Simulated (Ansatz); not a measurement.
# SrBr2 (117 atoms) in the fluid state, part 2 of 3

Wanted: pair distributions and atomic motion in SrBr2 (117 atoms) at high temperature.

Ansatz 0.2.0; Kohn-Sham DFT, PBE+D3(BJ), PAW (set soft_2), plane waves.

The cell: 39 Sr and 78 Br. Only the Γ point is sampled, in a cell whose shortest periodic width is 16 Å.

So far. Step 3 (Melting at 1420 K): Over the second half of 900 fs the temperature averages 1469 K with swings of 103 K r.m.s. From first frame to last Sr has the largest mean square displacement, 2.4 Å² at the end; the farthest move is 3.55 Å. By the end of the lags followed (0.45 ps), the least mobile element has a mean square displacement of 1.2 Å², too little over such short lags to show that the memory of the start is lost. The run spans 0.90 ps, too short for its means to be equilibrium values.

### 5. Liquid at 950 K

The hot cell is sampled with a Nosé–Hoover thermostat, which disturbs diffusion little, and with stress on.

input.yaml reads:

```yaml
crystal:
  lattice:
    - [16.3262, 0.0, 0.0]
    - [0.0, 16.3262, 0.0]
    - [0.0, 0.0, 16.3262]
  atoms:
    - { symbol: Sr, position: [0.94169, 0.01769, 0.63104] }
    - { symbol: Sr, position: [0.32721, 0.62177, 0.98788] }
    - { symbol: Sr, position: [0.05697, 0.8096, 0.81] }
    - { symbol: Sr, position: [0.76877, 0.27694, 0.20319] }
    - { symbol: Sr, position: [0.994, 0.66886, 0.07468] }
    - { symbol: Sr, position: [0.67246, 0.30752, 0.67848] }
    - { symbol: Sr, position: [0.56135, 0.66524, 0.67379] }
    - { symbol: Sr, position: [0.63646, 0.95274, 0.62358] }
    - { symbol: Sr, position: [0.39194, 0.05389, 0.34425] }
    - { symbol: Sr, position: [0.19235, 0.25109, 0.49455] }
    - { symbol: Sr, position: [0.73846, 0.75057, 0.8732] }
    - { symbol: Sr, position: [0.78053, 0.16953, 0.43709] }
    - { symbol: Sr, position: [0.47824, 0.15, 0.54514] }
    - { symbol: Sr, position: [0.07053, 0.34624, 0.05347] }
    - { symbol: Sr, position: [0.30558, 0.48672, 0.22843] }
    - { symbol: Sr, position: [0.87688, 0.62979, 0.62064] }
    - { symbol: Sr, position: [0.51499, 0.30194, 0.11797] }
    - { symbol: Sr, position: [0.81679, 0.11032, 0.90625] }
    - { symbol: Sr, position: [0.95176, 0.31236, 0.64254] }
    - { symbol: Sr, position: [0.74866, 0.94783, 0.16174] }
    - { symbol: Sr, position: [0.21615, 0.9072, 0.04396] }
    - { symbol: Sr, position: [0.06196, 0.08555, 0.19755] }
    - { symbol: Sr, position: [0.15909, 0.52528, 0.69635] }
    - { symbol: Sr, position: [0.72591, 0.7396, 0.36166] }
    - { symbol: Sr, position: [0.03094, 0.41038, 0.34114] }
    - { symbol: Sr, position: [0.4271, 0.04894, 0.02597] }
    - { symbol: Sr, position: [0.95476, 0.68868, 0.35336] }
    - { symbol: Sr, position: [0.34271, 0.72865, 0.47162] }
    - { symbol: Sr, position: [0.4422, 0.75261, 0.20301] }
    - { symbol: Sr, position: [0.3423, 0.69644, 0.75903] }
    - { symbol: Sr, position: [0.84664, 0.41776, 0.92159] }
    - { symbol: Sr, position: [0.43947, 0.19909, 0.81253] }
    - { symbol: Sr, position: [0.70706, 0.64961, 0.12467] }
    - { symbol: Sr, position: [0.1293, 0.94375, 0.40441] }
    - { symbol: Sr, position: [0.13401, 0.16384, 0.89508] }
    - { symbol: Sr, position: [0.67579, 0.44917, 0.36172] }
    - { symbol: Sr, position: [0.52354, 0.50421, 0.89647] }
    - { symbol: Sr, position: [0.21369, 0.01744, 0.67185] }
    - { symbol: Sr, position: [0.43104, 0.42986, 0.4774] }
    - { symbol: Br, position: [0.8073, 0.11376, 0.25303] }
    - { symbol: Br, position: [0.57608, 0.66521, 0.29198] }
    - { symbol: Br, position: [0.83496, 0.36426, 0.33607] }
    - { symbol: Br, position: [0.30483, 0.13628, 0.53044] }
    - { symbol: Br, position: [0.1219, 0.37321, 0.62072] }
    - { symbol: Br, position: [0.07638, 0.79164, 0.98794] }
    - { symbol: Br, position: [0.48655, 0.61463, 0.06771] }
    - { symbol: Br, position: [0.30985, 0.61041, 0.60208] }
    - { symbol: Br, position: [0.9123, 0.21784, 0.03716] }
    - { symbol: Br, position: [0.41352, 0.23439, 0.99878] }
    - { symbol: Br, position: [0.08847, 0.14004, 0.60001] }
    - { symbol: Br, position: [0.50224, 0.67815, 0.86617] }
    - { symbol: Br, position: [0.81711, 0.43535, 0.67061] }
    - { symbol: Br, position: [0.57035, 0.49526, 0.67171] }
    - { symbol: Br, position: [0.73203, 0.28682, 0.85464] }
    - { symbol: Br, position: [0.08721, 0.01483, 0.79206] }
    - { symbol: Br, position: [0.23352, 0.42759, 0.4256] }
    - { symbol: Br, position: [0.18382, 0.3666, 0.20009] }
    - { symbol: Br, position: [0.06423, 0.01167, 0.01211] }
    - { symbol: Br, position: [0.77105, 0.55526, 0.46305] }
    - { symbol: Br, position: [0.98548, 0.4817, 0.81863] }
    - { symbol: Br, position: [0.27508, 0.18475, 0.74829] }
    - { symbol: Br, position: [0.40439, 0.85524, 0.97986] }
    - { symbol: Br, position: [0.25747, 0.72856, 0.12098] }
    - { symbol: Br, position: [0.6298, 0.28856, 0.30052] }
    - { symbol: Br, position: [0.52442, 0.12083, 0.20172] }
    - { symbol: Br, position: [0.55631, 0.08781, 0.89119] }
    - { symbol: Br, position: [0.94308, 0.19069, 0.79384] }
    - { symbol: Br, position: [0.62267, 0.91145, 0.28323] }
    - { symbol: Br, position: [0.02483, 0.57779, 0.24924] }
    - { symbol: Br, position: [0.42205, 0.23818, 0.37991] }
    - { symbol: Br, position: [0.60733, 0.83431, 0.7542] }
    - { symbol: Br, position: [0.10032, 0.54744, 0.03258] }
    - { symbol: Br, position: [0.36236, 0.52571, 0.80769] }
    - { symbol: Br, position: [0.8733, 0.78788, 0.49807] }
    - { symbol: Br, position: [0.5471, 0.34363, 0.83318] }
    - { symbol: Br, position: [0.15274, 0.36068, 0.88339] }
    - { symbol: Br, position: [0.64076, 0.80168, 0.06866] }
    - { symbol: Br, position: [0.74947, 0.62362, 0.73669] }
    [... 33 atom lines left out ...]
    - { symbol: Br, position: [0.05112, 0.6898, 0.66824] }
    - { symbol: Br, position: [0.63069, 0.44777, 0.1294] }
    - { symbol: Br, position: [0.11977, 0.7521, 0.39402] }
    - { symbol: Br, position: [0.41718, 0.78151, 0.63112] }
    - { symbol: Br, position: [0.997, 0.56282, 0.47527] }
    - { symbol: Br, position: [0.62322, 0.77736, 0.50879] }
kpoints:
  mp_grid: { grid: [1, 1, 1] }
hamiltonian:
  xc: pbe
  dispersion: d3bj
scf:
  occupations: { method: fermi_dirac, width: 0.082 }
output:
  forces: true
  stress: true
md:
  timestep: 3
  n_steps: 1530
  ensemble: nvt_nose_hoover
  temperature: 950
  initial_velocities: maxwell_boltzmann
  seed: 2631
```

The run is started by

```sh
> ansatz run input.yaml --threads 32 --pin off --max-ram 143360MiB --backend cuda --events-out ev --progress --plain --runs-dir out
```

It took 15 min on 1 × NVIDIA GB200 with 32 threads of Arm Neoverse V2, shared host; peak memory 1.8 GiB.

That memory is the host's.

The program notes that the SCF threshold is loose for the stress.

Rows from the run:

```csv
time (fs),T (K),potential (meV/atom),conserved (meV/atom)
0.0,950,0.0,0.00
336.0,948,-24.6,-0.01
624.0,1044,-22.8,-0.02
918.0,1008,-26.0,-0.01
1200.0,1063,-36.0,-0.03
1536.0,1130,-25.4,-0.01
1836.0,904,-29.4,-0.01
2160.0,953,-15.2,-0.02
2496.0,968,-19.1,0.00
2754.0,828,-30.3,-0.02
3072.0,964,-21.1,-0.01
3408.0,958,0.4,0.00
3672.0,949,-26.6,-0.01
3984.0,952,-45.2,-0.02
4272.0,987,-19.6,0.00
4590.0,879,-36.8,-0.02
```

Mean square displacement from the first frame to the last: Sr 4.7 Å², Br 6.2 Å².

Mean square displacement against time lag:

| time lag (fs) | Br (Å²) | Sr (Å²) |
| --- | --- | --- |
| 3 | 2.6e-4 | 2.4e-4 |
| 96 | 0.212 | 0.187 |
| 192 | 0.518 | 0.427 |
| 288 | 0.732 | 0.622 |
| 384 | 0.908 | 0.782 |
| 480 | 1.06 | 0.907 |
| 576 | 1.20 | 1.02 |
| 669 | 1.32 | 1.12 |
| 765 | 1.44 | 1.21 |
| 861 | 1.57 | 1.30 |
| 957 | 1.69 | 1.38 |
| 1053 | 1.81 | 1.46 |
| 1149 | 1.94 | 1.54 |
| 1242 | 2.08 | 1.62 |
| 1338 | 2.22 | 1.71 |
| 1434 | 2.35 | 1.82 |
| 1530 | 2.48 | 1.94 |
| 1626 | 2.62 | 2.06 |
| 1722 | 2.77 | 2.18 |
| 1815 | 2.91 | 2.31 |
| 1911 | 3.07 | 2.44 |
| 2007 | 3.23 | 2.55 |
| 2103 | 3.39 | 2.63 |
| 2199 | 3.55 | 2.71 |
| 2295 | 3.69 | 2.77 |

The vibrational density of states has structure finer than the step of the table below, so its rows give means over 50 cm⁻¹, whole bins alone (the curve runs from 0 to 1498 cm⁻¹). Peaks (cm⁻¹: height): Br 59.0: 5.63, 90.8: 5.71; Sr 54.5: 2.32, 118.0: 1.95.

From 1225 steps of 3.0 fs, resolution about 9 cm-1. Table of vibrational density of states by wavenumber; means over each step; values in 1e-3 per cm⁻¹:

```
wavenumber (cm⁻¹)       Br       Sr
               50     4.79     2.11
              100     4.72     1.87
              150     1.98     1.58
              200    0.384    0.368
              250   0.0798   0.0744
              300   0.0260   0.0234
              350  0.00871  0.00779
              400  0.00265  0.00216
              450   8.8e-4   7.4e-4
              500   3.4e-4   2.9e-4
              550   1.1e-4   9.8e-5
```

Over the second half of 4590 fs the temperature averages 951 K with swings of 63 K r.m.s. The conserved energy stays within 0.057 meV/atom, peak to peak. From first frame to last Br has the largest mean square displacement, 6.2 Å² at the end; the farthest move is 5.58 Å. By the end of the lags followed (2.29 ps), the least mobile element has a mean square displacement of 2.8 Å². The slope of the later half of the mean square displacement gives diffusion coefficients of about 2.6e-5 cm²/s (Br) and 1.9e-5 cm²/s (Sr); over so short a run these are rough. The most distinct maxima of the vibrational density of states (Br) lie at 59 and 91 cm⁻¹, the highest at 90.8 cm⁻¹. The run spans 4.59 ps, short against slow rearrangements.

### 6. Distances and neighbours late in the run

The g(r) is a mean over the second half; what follows it is taken at the last frame.

Density 3.68 g/cm³, 37.19 Å³ an atom.

Mean of 14 frames. Pair distribution functions g(r), in bins of 0.2 Å:

```
r (Å)  total  Br-Br  Br-Sr  Sr-Sr
 2.60   0.06   0.00   0.14   0.00
 2.80   0.85   0.00   1.91   0.00
 3.00   1.99   0.03   4.45   0.00
 3.20   1.77   0.23   3.75   0.02
 3.40   1.32   0.78   2.19   0.00
 3.60   1.23   1.63   1.12   0.02
 3.80   1.29   2.15   0.74   0.10
 4.00   1.15   2.05   0.48   0.21
 4.20   1.08   1.85   0.44   0.53
 4.40   0.93   1.39   0.41   1.21
 4.60   0.88   1.11   0.43   1.69
 4.80   0.82   0.89   0.48   1.93
 5.00   0.83   0.83   0.53   2.03
 5.20   0.82   0.73   0.63   1.90
 5.40   0.87   0.76   0.73   1.90
 5.60   0.94   0.84   0.87   1.61
 5.80   0.99   0.92   0.99   1.31
 6.00   1.08   1.00   1.13   1.20
 6.20   1.07   0.95   1.26   0.83
 6.40   1.04   0.88   1.27   0.74
 6.60   1.05   0.91   1.29   0.59
 6.80   1.06   0.89   1.33   0.62
 7.00   1.04   0.97   1.23   0.60
 7.20   1.04   1.02   1.15   0.64
 7.40   1.01   1.08   1.03   0.62
 7.60   0.99   1.07   1.00   0.65
 7.80   1.02   1.14   0.95   0.84
```

Bonds by pair of elements; cutoffs follow the first minimum of g(r), held within bounds set by covalent radii, and pairs that aren't listed don't count as bonded:

```csv
pair A-B,cutoff (Å),bonds,mean length (Å),spread (Å),shortest (Å),B about A,A about B
Br-Sr,4.18,281,3.31,0.34,2.71,3.60,7.21
```

How many atoms have how many bonded neighbours:

| element | mean | 2 | 3 | 4 | 5 | 6 | 7 | 8 | 9 |
| --- | --- | --- | --- | --- | --- | --- | --- | --- | --- |
| Br | 3.60 | 2 | 29 | 45 | 2 | 0 | 0 | 0 | 0 |
| Sr | 7.21 | 0 | 0 | 0 | 0 | 6 | 20 | 12 | 1 |

Bond angles, per cent of each kind in bins of 5°:

| angle (°) | Sr-Br-Sr |
| --- | --- |
| 65–70 | 0.8 |
| 70–75 | 2.4 |
| 75–80 | 1.6 |
| 80–85 | 4.0 |
| 85–90 | 8.7 |
| 90–95 | 10.8 |
| 95–100 | 12.1 |
| 100–105 | 11.3 |
| 105–110 | 9.8 |
| 110–115 | 8.2 |
| 115–120 | 5.5 |
| 120–125 | 4.2 |
| 125–130 | 3.2 |
| 130–135 | 3.4 |
| 135–140 | 0.8 |
| 140–145 | 2.6 |
| 145–150 | 3.4 |
| 150–155 | 2.1 |
| 155–160 | 1.6 |
| 160–165 | 1.8 |
| 165–170 | 1.3 |
| 170–175 | 0.3 |

Bond angles (no mean is given where the spread exceeds 20°):

| angle | count | mean (°) | spread (°) |
| --- | --- | --- | --- |
| Sr-Br-Sr | 379 | - | - |

Bond length by coordination (bonds to H left out):

| element | coordination | atoms | mean bond length (Å) |
| --- | --- | --- | --- |
| Br | 2 | 2 | 2.88 |
| Br | 3 | 29 | 3.21 |
| Br | 4 | 45 | 3.35 |
| Br | 5 | 2 | 3.52 |
| Sr | 6 | 6 | 3.21 |
| Sr | 7 | 20 | 3.27 |
| Sr | 8 | 12 | 3.39 |
| Sr | 9 | 1 | 3.39 |

For some of the pairs, g(r) has its first main peak near 3.1 Å (Br-Sr). Counting bonds as in the table, 58 % of Br atoms have 4 and 51 % of Sr atoms have 7 bonded neighbours. Bonds at Br atoms with 3 neighbours average 3.21 Å, against 3.35 Å at those with 4.

(Continued in part 3 of 3.)

[Logs are printed without paths, hosts, clocks, repeated set-up lines and the standing remarks that a program may print on its own settings, such as how far it seeks lower states.]

[Hosts, paths, dates, database ids (printed as entryN), source tags and the programs' standing remarks are cut or masked in the printed files.]
